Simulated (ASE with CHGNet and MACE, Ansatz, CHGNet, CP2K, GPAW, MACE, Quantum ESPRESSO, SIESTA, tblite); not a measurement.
# Machine-learned potentials on phosphorene, 3 layers, N on P sites (72 atoms): settings against a plane-wave reference

How do the settings of machine-learned potentials change the result for phosphorene, 3 layers, N on P sites (72 atoms)? A plane-wave run serves as the yardstick.

Calculated with ASE with CHGNet and MACE; the method is named at each step.

## Step 1: Set-up

The cell holds 72 atoms: 48 P and 24 N. Its edges and angles: a = 10.340 Å, b = 9.102 Å, c = 29.176 Å, α = 90.0°, β = 90.0°, γ = 90.0°. It derives from P (phosphorene). 3 layers of phosphorene (a = 3.314 Å), 3 x 2 cells, biaxial strain +4 %, every second layer slid by 0.500 of a1; facing planes 3.38, 3.4 Å apart; 16 Å of vacuum; 24 of 72 P replaced by N at random; displaced by a Gaussian of 0.02 Å. Then every atom was moved at random, 0.02 Å r.m.s. a Cartesian component. Regions: layer 1, 24 atoms (18 P and 6 N); layer 2, 24 atoms (9 N and 15 P); layer 3, 24 atoms (9 N and 15 P). Vacuum lies along c.

The yardstick, on the same geometry:

```
method                                           : Kohn-Sham DFT, PBE, PAW, plane waves (Ansatz 0.2.0); cutoff 420 eV, Γ point, fermi-dirac smearing of 0.05 eV; PAW set soft_2
r.m.s. force component                           : 1.578 eV/Å
longest force                                    : 3.85 eV/Å
spacing of highest filled and lowest empty level : 0.3862 eV
SCF cycles                                       : 15
time                                             : 29 s on 4 threads of Arm Neoverse V1, shared host
CPU time                                         : 1.9 min
```

## Step 2: CHGNet r2SCAN potential

Method: machine-learned interatomic potential CHGNet r2SCAN, trained on r2SCAN plane-wave data.

The input, run.py:

```python
import numpy as np
from ase.io import read
import mlip  # loads the published weights by name

atoms = read("structure.xyz")
atoms.calc = mlip.calc("chgnet-r2scan")
energy = atoms.get_potential_energy()
forces = atoms.get_forces()
print(f"energy {energy:.6f} eV")
print("forces (eV/A)")
for i, (a, f) in enumerate(zip(atoms, forces)):
    print(f"{i:4d} {a.symbol:2s} {f[0]:10.5f} {f[1]:10.5f} {f[2]:10.5f}")
```

The input, structure.xyz:

```xyz
72
Lattice="10.33970 0.00000 0.00000 0.00000 9.10210 0.00000 0.00000 0.00000 29.17600" Properties=species:S:1:pos:R:3 pbc="T T T"
P 10.28604 0.38311 10.15208
P 0.00507 8.71808 8.00619
N 1.77016 1.89160 10.17484
P 1.73707 2.64725 7.93237
P 10.32295 4.88728 10.12378
P 10.32688 4.15138 7.96913
P 1.75765 6.44192 10.13691
P 1.77047 7.22898 7.98372
P 3.45522 0.31612 10.14362
P 3.45584 8.72855 7.96913
P 5.18825 1.93656 10.17163
P 5.19963 2.64816 7.97555
P 3.45770 4.98413 10.12874
N 3.50288 4.25287 8.02282
N 5.15610 6.46832 10.12932
P 5.15827 7.23408 8.01873
P 6.89337 0.36882 10.14537
P 6.84860 8.75822 7.94521
N 8.65309 1.93383 10.14187
P 8.67025 2.64680 7.95775
P 6.91147 4.92214 10.12028
N 6.85667 4.19816 8.01115
N 8.56375 6.48179 10.08614
P 8.60790 7.17901 7.98926
N 1.69581 0.36845 15.62608
N 1.76954 8.68413 13.54087
P 3.41407 1.89797 15.71303
N 3.44302 2.68648 13.51724
P 1.68796 4.88801 15.69756
P 1.72849 4.20890 13.50732
P 3.47455 6.46149 15.69231
P 3.40114 7.15753 13.52278
N 5.14989 0.35935 15.65176
P 5.15558 8.72982 13.45831
P 6.86939 1.92983 15.64767
P 6.91137 2.63879 13.48515
P 5.18856 4.92169 15.68473
P 5.18919 4.15556 13.54029
N 6.89493 6.40997 15.60303
P 6.91147 7.19166 13.50586
N 8.61049 0.33814 15.66226
P 8.59498 8.73874 13.49944
P 10.33360 1.91981 15.67685
P 0.01675 2.63469 13.50528
N 8.62745 4.94417 15.69844
N 8.62434 4.19188 13.49565
P 10.32812 6.48525 15.65030
N 10.29131 7.19994 13.56480
N 10.28914 0.35389 21.15785
P 0.01127 8.75267 19.06652
N 1.74896 1.91035 21.17361
P 1.71691 2.68002 19.00379
P 0.01375 4.94417 21.19461
P 0.03650 4.23484 19.08606
N 1.74214 6.49717 21.19782
P 1.74638 7.17318 19.03938
[... 12 atom lines left out ...]
P 6.87528 4.91595 21.17098
N 6.89100 4.16649 19.09423
P 8.61266 6.48461 21.16164
N 8.60811 7.21123 19.07031
```

Launch:

```console
OMP_NUM_THREADS=1 python run.py > output.txt
```

What it wrote:

```text
CHGNet vr2scan initialized with 412,525 parameters
CHGNet will run on cpu
energy -561.859741 eV
forces (eV/A)
   0 P    -0.40173    3.30832   -1.19744
   1 P    -0.19529   -0.28660    1.12352
   2 N    -0.26777   -2.19824   -2.76924
   3 P     0.95047    1.30984    2.77286
   4 P    -0.77734    1.64100   -0.79140
   5 P     0.15769   -1.05070    0.75669
   6 P     0.00383   -1.01784   -0.54929
   7 P    -0.00572    0.54364    0.55282
   8 P    -0.88081    1.98596   -0.82269
   9 P     0.09279   -0.45510    0.93287
  10 P     0.13048   -0.89905   -1.26579
  11 P     0.34804    3.46131    1.46887
  12 P     1.57179    1.33844   -3.02905
  13 N    -0.17070   -2.23945    2.74546
  14 N    -0.24493   -2.79521   -2.21640
  15 P     0.04852    0.02289    2.05215
  16 P     0.70292    1.73193   -1.08883
  17 P     0.09388   -0.61412    1.18228
  18 N     0.75553   -2.61214   -2.79524
  19 P    -1.02833    0.99476    2.86912
  20 P     0.17064    2.67868   -3.71527
  21 N    -0.27168   -2.31556    3.29647
  22 N    -0.68512   -2.63625   -2.49814
  23 P    -0.16325    0.12496    2.41572
[...]
64 P    -0.26589    3.42942   -1.54838
  65 P     0.81692   -1.38197    1.55303
  66 N    -1.10312   -1.95223   -3.12602
  67 P    -1.09043    1.25720    3.23035
  68 P    -1.43953    1.51016   -3.24100
  69 N    -0.40616   -2.62281    2.97610
  70 P    -0.14999   -0.42547   -2.35364
  71 N     0.64499    2.32320    2.47799
```

Run time: 4.9 s. Hardware: 1 thread of Arm Neoverse V1, shared host; peak memory 0.62 GiB.

Banners, paths, timers and routine set-up lines are dropped from the logs unmarked, and long logs keep their key lines alone; longer cuts are marked.

Compared with the plane-wave run:

| Property | Result |
| --- | --- |
| r.m.s. force component | 1.843 eV/Å |
| r.m.s. difference of force components | 555.4 meV/Å |
| longest difference of force vectors | 1860 meV/Å |
| force difference over r.m.s. force | 35.2 % |
| slope of forces against the reference's | 1.12 |
| correlation of force components | 0.9591 |

Length of the force difference by element (eV/Å):

```
element  atoms  mean  most
      N     24  0.95   1.9
      P     48  0.85   1.8
```

A closer look about P21, which bears the longest force: 12 atoms, nearest first, numbered in the order of the input, with positions taken from that point.

```
atom      x      y      z  distance (Å)     Fx     Fy  Fz (eV/Å)
 P21   0.00   0.00   0.00          0.00   0.17   2.68      -3.72
 N22  -0.05  -0.72  -2.11          2.23  -0.27  -2.32       3.30
 N23   1.65   1.56  -0.03          2.27  -0.69  -2.64      -2.50
 N15  -1.76   1.55   0.01          2.34  -0.24  -2.80      -2.22
  P5   3.41  -0.03   0.00          3.41  -0.78   1.64      -0.79
 P11  -1.72  -2.99   0.05          3.45   0.13  -0.90      -1.27
 P13  -3.45   0.06   0.01          3.45   1.57   1.34      -3.03
 N19   1.74  -2.99   0.02          3.46   0.76  -2.61      -2.80
 P24   1.70   2.26  -2.13          3.54  -0.16   0.12       2.42
 P12  -1.71  -2.27  -2.14          3.56   0.35   3.46       1.47
 P16  -1.75   2.31  -2.10          3.58   0.05   0.02       2.05
 P20   1.76  -2.28  -2.16          3.60  -1.03   0.99       2.87
```

Atoms are counted from 1 here, from 0 in the log.

Forces lie 35 % from the reference's, at 0.036 times its CPU time (on 1 against 4 cores).

## Step 3: MACE MP-0b2 small potential

Method: machine-learned interatomic potential MACE MP-0b2 small, trained on PBE(+U) plane-wave data.

Edit run.py of step 2 so:

```diff
@@ -5,3 +5,3 @@
 atoms = read("structure.xyz")
-atoms.calc = mlip.calc("chgnet-r2scan")
+atoms.calc = mlip.calc("mace-mp-0b2-small")
 energy = atoms.get_potential_energy()
```

structure.xyz is that of step 2.

What it wrote:

```text
energy -379.829672 eV
forces (eV/A)
   0 P    -0.30396    3.17429   -1.59514
   1 P    -0.34549   -0.12592    0.89664
   2 N    -0.60191   -1.78159   -1.95270
   3 P     0.69896    0.95692    2.72699
   4 P    -0.68638    0.88613   -1.13665
   5 P     0.34237   -1.18963    0.68843
   6 P    -0.04563   -1.00868   -0.28775
   7 P    -0.21299    0.39951    0.50140
   8 P    -0.55968    2.04319   -0.75075
   9 P     0.26594   -0.31163    0.87054
  10 P    -0.01147   -0.97685   -1.32441
  11 P     0.08580    2.42251    1.80172
  12 P     1.49753    0.82143   -2.33972
  13 N    -0.37976   -1.56303    1.57886
  14 N    -0.19297   -1.91892   -1.10984
  15 P     0.30863   -0.24957    1.17639
  16 P     0.43193    1.18385   -1.20801
  17 P     0.21711   -0.89744    1.22337
  18 N     1.10405   -1.68687   -1.82785
  19 P    -0.80678    0.59738    2.42495
  20 P     0.51674    2.05747   -3.04446
  21 N     0.07038   -1.41265    1.80890
  22 N    -1.20225   -1.74117   -1.46027
  23 P    -0.29283    0.27536    1.64222
[...]
64 P    -0.30995    2.49724   -1.78106
  65 P     0.47471   -1.51848    1.74862
  66 N    -0.55550   -1.68694   -1.66572
  67 P    -1.00928    0.89075    2.46247
  68 P    -1.10341    1.21760   -2.58160
  69 N    -0.44807   -1.40159    1.61224
  70 P    -0.53893   -0.31006   -1.83976
  71 N     0.51136    1.76593    1.83128
```

Elapsed: 8.4 s, on 1 thread; peak memory 0.67 GiB.

Numbers from this run, and their distance from the reference:

| Quantity | Value |
| --- | --- |
| r.m.s. force component | 1.389 eV/Å |
| r.m.s. difference of force components | 685.5 meV/Å |
| longest difference of force vectors | 2440 meV/Å |
| force difference over r.m.s. force | 43.44 % |
| slope of forces against the reference's | 0.7928 |
| correlation of force components | 0.901 |

Against the first run (35 %), the force difference from the reference is 43 %, at 1.8 times the CPU time.

## Step 4: CHGNet 0.3.0 potential

Method: machine-learned interatomic potential CHGNet 0.3.0, trained on PBE(+U) plane-wave data.

Edit run.py of step 3 so:

```diff
@@ -5,3 +5,3 @@
 atoms = read("structure.xyz")
-atoms.calc = mlip.calc("mace-mp-0b2-small")
+atoms.calc = mlip.calc("chgnet-0.3.0")
 energy = atoms.get_potential_energy()
```

structure.xyz is that of step 3.

What it wrote:

```text
CHGNet v0.3.0 initialized with 412,525 parameters
CHGNet will run on cpu
energy -373.994995 eV
forces (eV/A)
   0 P    -0.23942    3.19786   -0.77557
   1 P    -0.21180   -0.20183    0.78243
   2 N    -0.11927   -2.32279   -2.74162
   3 P     1.22556    1.13096    2.63283
   4 P    -0.76920    1.61967   -0.65415
   5 P     0.15495   -0.46182    0.65559
   6 P    -0.15149   -0.76289   -0.56091
   7 P    -0.02152    0.23195    0.52910
   8 P    -0.99629    2.02530   -0.62786
   9 P     0.12638   -0.23415    0.74339
  10 P    -0.00944   -0.76526   -1.07177
  11 P     0.32638    3.36697    1.14692
  12 P     1.66560    1.07899   -2.99143
  13 N    -0.15576   -2.20106    2.78326
  14 N    -0.27038   -2.46103   -2.54873
  15 P     0.11850   -0.29230    2.35217
  16 P     0.82707    1.64103   -0.93800
  17 P     0.11935   -0.51613    1.03447
  18 N     0.56374   -2.53958   -2.80027
  19 P    -1.38066    0.81330    2.77192
  20 P     0.04334    2.40265   -3.38677
  21 N    -0.17795   -2.25047    3.19807
  22 N    -0.46031   -2.38023   -2.80432
  23 P    -0.24271   -0.13861    2.68143
[...]
64 P    -0.07126    2.95419   -1.10248
  65 P     0.72700   -1.42296    1.21442
  66 N    -0.70708   -1.87710   -2.94992
  67 P    -1.27448    1.31763    2.89602
  68 P    -1.26068    1.24694   -3.13710
  69 N    -0.22709   -2.48665    3.05836
  70 P    -0.03322   -0.41310   -2.39234
  71 N     0.41150    2.10528    2.59328
```

Wall time 3.4 s (1 thread); peak memory 0.62 GiB.

Numbers from this run, and their distance from the reference:

| Item | Value |
| --- | --- |
| r.m.s. force component | 1.758 eV/Å |
| r.m.s. difference of force components | 402.3 meV/Å |
| longest difference of force vectors | 1593 meV/Å |
| force difference over r.m.s. force | 25.49 % |
| slope of forces against the reference's | 1.088 |
| correlation of force components | 0.9767 |

Against the first run (35 %), the force difference from the reference is 25 %, at 0.85 times the CPU time.

## Step 5: The ladder

Differences are against the plane-wave reference, forces as r.m.s. over components; share is that over the reference's r.m.s. force, slope the least-squares factor from reference forces to these. Total energies of different programs have different zeros and aren't compared.

```
                        run  Δ force, r.m.s. (meV/Å)  share (%)  slope  cores  CPU time  memory (GiB)
                  reference                        -          -      -      4   1.9 min           2.3
    CHGNet r2SCAN potential                      555       35.2  1.120      1       4 s          0.62
MACE MP-0b2 small potential                      686       43.4  0.793      1     7.1 s          0.67
     CHGNet 0.3.0 potential                      402       25.5  1.088      1     3.4 s          0.62
```

Times of the machine-learned potentials are mostly Python's start and the loading of weights.

CPU time is summed over cores on a shared host, where runs went side by side, so it is rough. Symmetry, cutoffs, thresholds, outputs and thread counts weren't matched or tuned between programs; memory under MPI is the largest rank's times the ranks.

## Step 6: What came out

```json
{
 "nearest in forces": "CHGNet 0.3.0 potential, 25 %",
 "its CPU time": "3.4 s"
}
```

What this shows: Machine-learned potentials differ by 25 % (CHGNet 0.3.0 potential) to 43 % (MACE MP-0b2 small potential); they were trained on other programs' data, some at another functional. Among those trained on PBE data the slope goes as low as 0.79, which softening far from their training structures can give, though the reference's k-sampling is untested too. Machine-learned potentials mimic data converged in k, so the reference's own k-point error enters their differences. The electronic-structure runs sample only Γ, in a cell whose shortest periodic width is 9 Å.

[Also dropped from logs without a mark: logging warnings of Python, and SIESTA's first energy breakdown and zero terms.]

[Logs are printed without paths, hosts, clocks, repeated set-up lines and the standing remarks that a program may print on its own settings, such as how far it seeks lower states.]

[Hosts, paths, dates, database ids (printed as entryN), source tags and the programs' standing remarks are cut or masked in the printed files.]
